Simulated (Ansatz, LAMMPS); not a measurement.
# Static equation of state of amorphous Hg33S25Se8 (66 atoms)

Density of this cell: 6.19 g/cm³. The cell holds 66 atoms: 33 Hg, 25 S and 8 Se. Cell: a = 11.644 Å, b = 13.982 Å, c = 13.308 Å, α = 91.8°, β = 88.0°, γ = 86.8°. The starting structure: 66 atoms (33 Hg, 25 S, 8 Se) placed at random at 7.67 g/cm³, melted at 2500 K for 10 ps at fixed volume with the Stillinger-Weber II-VI potential (Zhou et al., Phys. Rev. B 88, 085309 (2013)). Quenched from 2500 K to 500 K at 100 K/ps and fixed volume, held 5 ps, then minimised at fixed cell.

Calculated with Ansatz 0.2.0: Kohn-Sham DFT, PBE, PAW (set soft_1, large core), plane waves; cutoff 420 eV, Γ point, gaussian smearing of 0.05 eV. Cell and atoms were relaxed first, to V0 = 32.738 Å³ an atom at a residual P0 = 0.013 GPa. The cell was then scaled evenly, and the atoms were relaxed at each volume.

```
volume (Å³/atom)  pressure (GPa)
          29.464          0.9798
          30.774               ?
          31.756          0.1856
          33.720         -0.2158
          34.702         -0.3167
```

**Question.** Fit the third-order Birch–Murnaghan equation to the rows given and interpolate to the withheld row.

**Working.**

Take the Eulerian strain f = ½[(V0/V)^(2/3) − 1] and the normalised pressure F = (P − P0) / [3f(1 + 2f)^(5/2)]. The third-order Birch–Murnaghan equation is then the line F = B0 + (3/2)B0(B′ − 4) f, so u = f and v = F.

```
      u = f  v = F (GPa)
  0.0363832      7.43323
  0.0102571      5.34003
-0.00975657      8.19891
 -0.0190505      6.35201
```

With n = 4: mean u = 0.00445831, mean v = 6.83105, Σ(u − ū)² = 0.0018076, Σ(u − ū)(v − v̄) = 0.0023962. Slope b = 0.0023962 / 0.0018076 = 1.3256; intercept a = v̄ − b ū = 6.8251.

So B0 = a = 6.83 GPa and B′ = 4 + 2b/(3a) = 4.13. At the withheld volume f = 0.02106, F = a + b f = 6.853 GPa, and P = P0 + 3f(1 + 2f)^(5/2) F.

Prediction at 30.774: 0.4926 GPa. The run gave 0.4791 GPa, so the fit is high by 0.013 GPa (2.8 % of the value).

The series isn't one smooth equation of state: even a line fitted to all rows, the withheld one included, misses F by up to 27.3 %, the count of bonds changes along the series, an atom moves over 0.5 Å in some relaxation and a scaled cell ends below the relaxed one in energy. B0 and B′ are then only the numbers of this fit, not moduli of the material. Among the rows given, the largest miss of the fit is at 29.464, by 0.073 GPa (5.6 % of the range of the table).

Limits: Static cells at zero temperature; the cell shape is held. The program notes that the SCF threshold of these relaxations is loose for the stress. The quench rate of 100 K/ps is many orders above laboratory rates, so the cell is likely richer in defects and strain than a real sample. The network of bonds at the start is that of the classical potential that made the cell, and needn't be the one that DFT or experiment would give. Only the Γ point is sampled, in a cell whose shortest periodic width is 12 Å.

[Logs are printed without paths, hosts, clocks, repeated set-up lines and the standing remarks that a program may print on its own settings, such as how far it seeks lower states.]

[Hosts, paths, dates, database ids (printed as entryN), source tags and the programs' standing remarks are cut or masked in the printed files.]
